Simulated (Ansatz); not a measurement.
# Al (Fm-3m, 1 atom in the cell): from the cell to its phonons

The cell of Al (Fm-3m, 1 atom in the cell) is at rest. What are its phonons?

Program: Ansatz 0.2.0. Level of theory: DFT LDA, scalar-relativistic, plane waves, norm-conserving pseudopotentials. Results are calculated unless marked as measured.

## (1) The starting structure

Symmetry: Fm-3m, No. 225, cubic system. Conventional cell: a = 3.979 Å, b = 3.979 Å, c = 3.979 Å, α = 90.00°, β = 90.00°, γ = 90.00°. Nearest to Al lie 12 Al at 2.81 Å.

## (2) Phonons on a q mesh

The cell comes from relaxations at this level that are not shown. Stability and thermal properties need the whole zone. Linear response on a 4×4×4 q mesh gives force constants as far as a supercell of that size would.

input.yaml

```yaml
crystal:
  lattice:
    - [0.0, 1.9893351911, 1.9893351911]
    - [1.9893351911, 0.0, 1.9893351911]
    - [1.9893351911, 1.9893351911, 0.0]
  atoms:
    - { symbol: Al, position: [0.0, 0.0, 0.0] }
kpoints:
  mp_grid: { grid: [16, 16, 16] }
hamiltonian:
  xc: lda
  pseudopotentials: { kind: nc }
scf:
  occupations: { method: methfessel_paxton, width: 0.15 }
output:
  eigenvalues: true
phonons:
  method: dfpt
  qmesh: [4, 4, 4]
  temperatures: { t_max: 1000, t_step: 50 }
  qpath:
    path:
      - [[0.0, 0.0, 0.0], [0.5, 0.0, 0.5], [0.625, 0.25, 0.625]]
      - [[0.375, 0.375, 0.75], [0.0, 0.0, 0.0], [0.5, 0.5, 0.5], [0.5, 0.25, 0.75], [0.5, 0.0, 0.5]]
    npoints: 10
```

On the command line:

```bash
$ ansatz run input.yaml --threads 4 --pin off --max-ram 7168MiB --backend cpu --events-out ev --progress --plain --runs-dir out
```

What it wrote:

```text
Engine: ansatz 0.2.0, aarch64-unknown-linux-gnu
Pseudopotentials: kind: nc
Pseudopotential: Al, nc, valence charge 3, recommended cutoff 598.650497 eV (normal), Al.nc.azcp (PseudoDojo's, or run here from an input of PseudoDojo's: the run reads no file of this project's for it)
Functional definition: SPW92
  exchange = slater_x
  correlation = pw_c
Crystal: 1 atoms, lattice volume = 15.745 Å³
Basis set: ecut = 598.650497 eV, 531 PW (Γ), exchange–correlation on 48×48×48 points (8 copies of the dense FFT grid, shifted against one another)
Bands: 6, of which v1, the nominal top of the filled ones, is band 2 counted from 1 (1 counted from 0)
Symmetry: 48 space group operations
k-points: 145 of 4096
Non-local potential: Al, projectors of the file, l = 0: 2, l = 1: 2, l = 2: 2
Initial density: superposition of atomic densities (chi_scale 0.1, normalization cell)
Initial wavefunctions: pseudopotential atomic-orbital guess
Functional: x = slater, c = lda
SCF iter   1: F=—  HF=-64.336313 eV  |F-HF|=—  |Δ(HF+E_count)|=         —  Δρ=2.22e-2  dr2=7.41e-2  ethr=3.10e-3  ⟨swp⟩=5.5  Hψ=8364  notcnv=0
preconditioner: auto → none  [insulator: Δε(μ)=0.101 eV  Ē_g=13.576 eV  σ=0.150 eV  W_gap=0.53  n_scr=0 (ndim 8)  ℏωp=16.2 eV  f_vac=0.000  D(μ)=0.24/eV (n_scr^D=0)  ε∞_Penn≈2.4]
SCF iter   2: F=—  HF=-64.315940 eV  |F-HF|=—  |Δ(HF+E_count)|=   2.04e-2  S|Δr|=    0.00e0  Δρ=1.04e-2  dr2=1.62e-2  ethr=2.47e-3  ⟨swp⟩=1.0  Hψ=2030  notcnv=0
SCF iter   3: F=—  HF=-64.310398 eV  |F-HF|=—  |Δ(HF+E_count)|=   5.54e-3  S|Δr|=    0.00e0  Δρ=2.16e-4  dr2=7.13e-6  ethr=5.40e-4  ⟨swp⟩=1.0  Hψ=805  notcnv=0
SCF iter   4: F=—  HF=-64.310411 eV  |F-HF|=—  |Δ(HF+E_count)|=   1.34e-5  S|Δr|=    0.00e0  Δρ=2.42e-5  dr2=3.04e-8  ethr=2.38e-7  ⟨swp⟩=2.6  Hψ=1148  notcnv=0
SCF iter   5: F=—  HF=-64.310412 eV  |F-HF|=—  |Δ(HF+E_count)|=   4.81e-7  S|Δr|=    0.00e0  Δρ=4.86e-6  dr2=9.95e-10  ethr=1.01e-9  ⟨swp⟩=1.6  Hψ=897  notcnv=0  defer=2
SCF iter   6: F=-64.310412 eV  HF=-64.310412 eV  |F-HF|=1.42e-13  |Δ(HF+E_count)|=  5.78e-10  S|Δr|=    0.00e0  Δρ=8.41e-8  dr2=9.63e-13  ethr=1.00e-12  ⟨swp⟩=7.6  Hψ=5306  notcnv=0
SCF 1 converged in 6 iterations: F = -64.310412 eV  dr2 = 9.63e-13
NSCF: frozen V_eff on 145 k-points
WARN: eigensolver did not converge in 10 slots of this pass, the one above among them; of largest residual over every band (k=63): 1 band(s) unlocked (lowest unlocked band 5, counted from 0; max residual 1.34e-2 eV among the unlocked bands, 1.34e-2 eV over every band); of lowest unlocked band (k=1): band 5
NSCF: frozen V_eff on 349 k-points
DFPT response loops at q = (0, 0, 0) (fractional): preconditioner auto → Kerker (q_TF=auto, 2.070 Å⁻¹) (partly filled bands, converged f_vac=0.000); β = 1.00, the filter's whole step (`scf.mixing.beta` (0.50) is not read by the response loops under this deck's `scf.mixing.preconditioner`; to damp them name `kerker` or `kerker_dos`, under which they read `scf.mixing.beta`, and type it under 1.00, their step now; both keys bind the ground state too); Broyden in place of MSR1
NSCF: frozen V_eff on 4352 k-points
DFPT response loops at q = (0, 0, 0.25) (fractional): mixed as the last ones told, above
NSCF: frozen V_eff on 2196 k-points
DFPT response loops at q = (0, 0, -0.5) (fractional): mixed as the last ones told, above
NSCF: frozen V_eff on 2320 k-points
DFPT response loops at q = (0, 0.25, 0.25) (fractional): mixed as the last ones told, above
NSCF: frozen V_eff on 8192 k-points
DFPT response loops at q = (0, 0.25, -0.5) (fractional): mixed as the last ones told, above
NSCF: frozen V_eff on 4352 k-points
DFPT response loops at q = (0, 0.25, -0.25) (fractional): mixed as the last ones told, above
NSCF: frozen V_eff on 1242 k-points
DFPT response loops at q = (0, -0.5, -0.5) (fractional): mixed as the last ones told, above
NSCF: frozen V_eff on 2320 k-points
DFPT response loops at q = (0.25, -0.5, -0.25) (fractional): mixed as the last ones told, above
SCF converged after 6 iterations
Stability not checked: this state was not tested for a lower state beside it, because cold or Methfessel-Paxton smearing, or corrected tetrahedra, fill the levels in a way that the test cannot read (fill_not_monotonic; see scf.lower_state_search)
Free energy (F): -64.310412 eV
Harris-Foulkes:  -64.310412 eV  (|F-HF|=1.42e-13)
Internal energy: -64.311014 eV  (E = F + TS)
E sigma→0 (E₀):  -64.310562 eV
Entropy (-TS):   0.000602 eV (0.602 meV/atom)
Fermi energy:    8.233626 eV
--- Per-component energies (eV) ---
  E_band       = 10.972540
  E_kinetic    = 24.052152
  E_local      = 5.148478  (includes V_loc(G=0)·N_el)
  E_nonlocal   = 11.658782
  E_hartree    = 0.101136
  E_xc         = -30.600449
  E_vxc        = -30.089144  (∫ρ·V_xc dr)
  E_ewald      = -74.671114
  E_smearing   = 0.000602  (= −TS)
  E_closure    = 0.000000  (closes the sum)
  Σ components = -64.310412   (vs F -64.310412, Δ=0.00e0)
--- Band table (eV; the first three rows and the last of 145) ---
  k-point 0: bands = ["-3.2307", "21.0349", "21.0349", "21.0349", "22.6622", "22.6622"]
  k-point 1: bands = ["-3.1214", "19.2546", "20.6758", "20.6758", "23.1880", "23.1880"]
  k-point 2: bands = ["-2.7942", "16.6982", "20.1126", "20.1126", "23.3086", "24.1880"]
  k-point 144: bands = ["7.3147", "7.3147", "8.3349", "9.4433", "24.3637", "24.3637"]
--- Phonons (Γ-DFPT): 1 representative perturbation + reference (Σ response iterations 2) ---
  ASR residual: 2.701e-5 → 0.000e0 eV/Å²; symmetrization residual: 6.776e-21 eV/Å²
  ASR residual per site (eV/Å²): 2.70e-5
  Γ frequencies (cm⁻¹): 0.00 0.00 0.00
--- Phonons (arbitrary-q DFPT): 8 irreducible q on the 4×4×4 mesh ---
  q = [0.0000, 0.0000, 0.0000] (star 1, of the zone-centre solve; hermiticity 4.56e-27, symmetrization 6.27e-16): 0.00 0.00 0.00
  q = [0.0000, 0.0000, 0.2500] (star 8, 1 solved perturbation on 2176 of 4096 k-point pairs; hermiticity 1.31e-15, symmetrization 1.09e-14, the responses' own estimated error 5.8e-5 eV/Å²): 115.47 115.47 236.50
  q = [0.0000, 0.0000, -0.5000] (star 4, 1 solved perturbation on 1098 of 4096 k-point pairs; hermiticity 2.28e-9, symmetrization 1.14e-9, the responses' own estimated error 8.6e-5 eV/Å²): 144.73 144.73 327.92
  q = [0.0000, 0.2500, 0.2500] (star 6, 2 solved perturbations in 1808 linear systems a pass and spin channel, the states on 1160 of 4096 k-point pairs; hermiticity 3.34e-15, symmetrization 2.39e-15, the responses' own estimated error 5.6e-5 eV/Å²): 144.22 144.22 252.25
  q = [0.0000, 0.2500, -0.5000] (star 24, 2 solved perturbations in 6272 linear systems a pass and spin channel, the states on 4096 of 4096 k-point pairs; hermiticity 1.26e-7, symmetrization 8.67e-10, the responses' own estimated error 1.0e-4 eV/Å²): 177.72 226.36 301.31
  q = [0.0000, 0.2500, -0.2500] (star 12, 2 solved perturbations in 3336 linear systems a pass and spin channel, the states on 2176 of 4096 k-point pairs; hermiticity 3.85e-16, symmetrization 6.52e-15, the responses' own estimated error 6.5e-5 eV/Å²): 160.01 222.89 280.47
  q = [0.0000, -0.5000, -0.5000] (star 3, 2 solved perturbations in 970 linear systems a pass and spin channel, the states on 621 of 4096 k-point pairs; hermiticity 7.47e-11, symmetrization 1.02e-10, the responses' own estimated error 1.2e-4 eV/Å²): 204.61 204.61 337.10
  q = [0.2500, -0.5000, -0.2500] (star 6, 2 solved perturbations in 1749 linear systems a pass and spin channel, the states on 1160 of 4096 k-point pairs; hermiticity 2.98e-9, symmetrization 1.49e-9, the responses' own estimated error 1.1e-4 eV/Å²): 223.82 277.26 277.26
  sum rule: each row above includes the acoustic sum rule's correction from the zone centre's row sums; it moved no ω² by more than (0.52 cm⁻¹)²
  mesh force constants: q→R imaginary residual 0.00e0; ASR residual 2.701e-5 → 0.000e0 eV/Å²; symmetrization residual 6.217e-15 eV/Å²
  interpolated dispersion: 62 rows × 3 modes
  density of states and harmonic sums: on the 28×28×28 q-mesh, interpolated from the force constants of a 4×4×4 supercell (no non-analytic term)
  largest difference from the sums on the solved wave vectors: F 9.31e-3 eV, S 1.33e-5 and C_V 4.03e-6 eV/K
  zero-point energy: 0.040143 eV/cell   skipped modes (ω ≤ 0): 3   left out of the sums: 4.56e-5 of the cell's modes: C_V's classical limit lies that fraction below 3 k_B per atom; for a crystal, a wire or a layer, F and S can be off by more, and a phonons.interpolated_qmesh denser along its periods is the remedy for the sampling
```

It took 66 s on 4 threads of Arm Neoverse N1, shared host; peak memory 1.7 GiB.

In the SCF lines HF is the Harris–Foulkes energy and dr2 the Hartree energy of the density residual, in eV; the loop may stop once dr2 is under the threshold and the program's other checks hold. Hψ counts applications of the Hamiltonian.

Numbers from this step:

```yaml
volume_per_atom: 15.75 Å³
gap_on_the_k_mesh: 0 eV
sum_rule_residual_before_enforcement: 2.70e-5 eV/Å²
lowest_frequency_on_the_path: 0 cm⁻¹
highest_frequency_on_the_path_or_at_a_solved_wavevector: 337.1 cm⁻¹
mean_frequency: 215.9 cm⁻¹
debye_temperature_second_moment: 418 K
logarithmic_mean_frequency: 205.5 cm⁻¹
lowest_mode_on_the_q_mesh_acoustic_modes_at_gamma_apart: 115.5 cm⁻¹
zero_point_energy_per_atom: 40.14 meV
heat_capacity_at_300_k: 22.69 J/(mol atoms K)
vibrational_entropy_at_300_k: 26.48 J/(mol atoms K)
```

Frequencies (cm⁻¹) solved at each irreducible wavevector; negative means imaginary. Frequencies by wavevector, by row:

```
q in reciprocal lattice units  star  mode 1  mode 2  mode 3
                        0 0 0     1       0       0       0
                     0 0 0.25     8   115.5   115.5   236.5
                     0 0 -0.5     4   144.7   144.7   327.9
                  0 0.25 0.25     6   144.2   144.2   252.2
                  0 0.25 -0.5    24   177.7   226.4   301.3
                 0 0.25 -0.25    12     160   222.9   280.5
                  0 -0.5 -0.5     3   204.6   204.6   337.1
              0.25 -0.5 -0.25     6   223.8   277.3   277.3
```

Interpolated from a 4×4×4 q mesh. The phonon branches at the labelled points (cm⁻¹):

```
    point  branch 1  branch 2  branch 3
        Γ         0         0         0
  halfway       144       144       252
        X       205       205       337
  halfway       202       226       326
        U       193       264       298
jump to K       193       264       298
  halfway       137       174       250
        Γ         0         0         0
  halfway       116       116       236
        L       145       145       328
  halfway       176       220       308
        W       224       277       277
  halfway       214       232       317
        X       205       205       337
```

The phonon branches as a text plot (rows in cm⁻¹):

```
    330 |           ****                        ****          ***
    316 |         **    *                      *    **       *
    302 |        *       **                           **    *
    288 |                   ***               *         *  *
    274 |       *          *   *             *           ***
    260 |                ** *                           *
    246 |      *        *       *                           **
    232 |              *     **             *          *
    218 |    **                  *                    *  ******
    204 |           *****      *           *         *  *      **
    190 |         **     ***                           *
    176 |   *    *          *   * **                * *
    162 |       *            **                    ***
    147 |      *               *          *    *****
    133 |                       **           **
    119 |  * **                  *  *       *
    105 |                         **     * *
     91 |   *                     **
     77 |                                 *
     63 | **                        **
     49 |                               **
     35 | *                          *  *
     21 |
      7 |*                            **
         Γ           X  U|K            Γ         L        W     X
```

Tetrahedra on a 28×28×28 mesh, mean over bins of 5 cm-1. Interpolated from a 4×4×4 q mesh. Table of phonon density of states by wavenumber; read off at these points:

```
wavenumber (cm⁻¹)  phonon density of states (1/cm⁻¹/cell)
                2                                       0
               18                                  4.0e-5
               32                                  2.0e-4
               52                                  5.7e-4
               68                                   0.001
               82                                 0.00163
               98                                 0.00253
              112                                 0.00392
              132                                 0.00761
              148                                  0.0170
              162                                  0.0181
              178                                  0.0189
              192                                  0.0196
              202                                  0.0202
              208                                  0.0167
              228                                 0.00994
              242                                 0.00997
              258                                  0.0096
              272                                 0.00793
              288                                  0.0195
              298                                  0.0247
              308                                  0.0156
              322                                 0.00659
              338                                  1.8e-4
```

Second derivatives of the energy by pair, one row for each kind of neighbour of each atom listed. Each entry sums the pair over the periodic images of the supercell that the q mesh stands for, and in a polar crystal it holds the long-range dipole part too. Force constants by pair, by row:

```
atom  neighbour  distance (Å)  third of the trace (eV/Å²)  along the pair's line (eV/Å²)
 Al1     itself             0                       5.023                              –
 Al1         Al         2.813                     -0.3921                         -1.357
 Al1         Al         3.979                     -0.0017                        -0.0883
 Al1         Al         4.873                    -1.00e-4                         0.0259
 Al1         Al         5.627                     -0.0228                        -0.0986
 Al1         Al         6.291                     -0.0158                        -0.0467
 Al1         Al         6.891                     -0.0065                        -0.0065
```

Harmonic thermodynamic functions per atom, from the density of states. Interpolated from a 4×4×4 q mesh. Thermodynamic functions, by row:

```
T (K)  F_vib (meV/atom)  S (J/mol-atom/K)  C_V (J/mol-atom/K)
    0             40.14                 0                   0
   50             40.02             1.039               3.308
  100             38.27             6.168               12.19
  200             25.69             17.71                20.3
  300              2.57             26.48               22.69
  400            -28.47             33.15               23.64
  500            -65.68             38.48               24.09
  600            -107.9              42.9               24.35
  700            -154.4             46.66                24.5
  800            -204.5             49.94               24.61
  900            -257.8             52.85               24.68
 1000            -313.9             55.45               24.73
```

Harmonic mean-square displacement, third of the trace. Interpolated from a 4×4×4 q mesh. Mean square displacements, by row:

```
T (K)  Al1 U_eq (Å²)
    0        0.00323
  100        0.00406
  300        0.00877
  600         0.0168
```

Symmetry leaves 8 wavevectors to solve. The lowest mode among them, the acoustic zeros apart, lies at q = (0, 0, 0.25) and is real, 115 cm⁻¹.

## (3) What came out

```
space group (within 0.01 Å)                             : Fm-3m
volume per atom                                         : 15.7 Å³
electronic character                                    : no gap on this mesh
lowest mode on the q mesh (acoustic modes at Γ apart)   : 115 cm⁻¹
highest frequency on the path or at a solved wavevector : 337 cm⁻¹
zero-point energy per atom                              : 40.1 meV
heat capacity at 300 K                                  : 22.7 J/(mol atoms K)
vibrational entropy at 300 K                            : 26.5 J/(mol atoms K)
Debye temperature (second moment)                       : 418 K
imaginary modes on the 4×4×4 q mesh                     : none
```

In words: The structure is a minimum as far as tested: no mode is imaginary at the 8 irreducible wavevectors of the 4×4×4 mesh, and the softest away from the acoustic zeros lies at 115 cm⁻¹. With no gap, or one that is small against the smearing, the frequencies hang on the k mesh and the smearing, most of all near Kohn anomalies. A phonon run warned that its eigensolver left some bands unconverged in a pass. These are harmonic frequencies at zero temperature: anharmonic shifts, linewidths and thermal expansion are left out.

[Logs are printed without paths, hosts, clocks, repeated set-up lines and the standing remarks that a program may print on its own settings, such as how far it seeks lower states.]

[Hosts, paths, dates, database ids (printed as entryN), source tags and the programs' standing remarks are cut or masked in the printed files.]
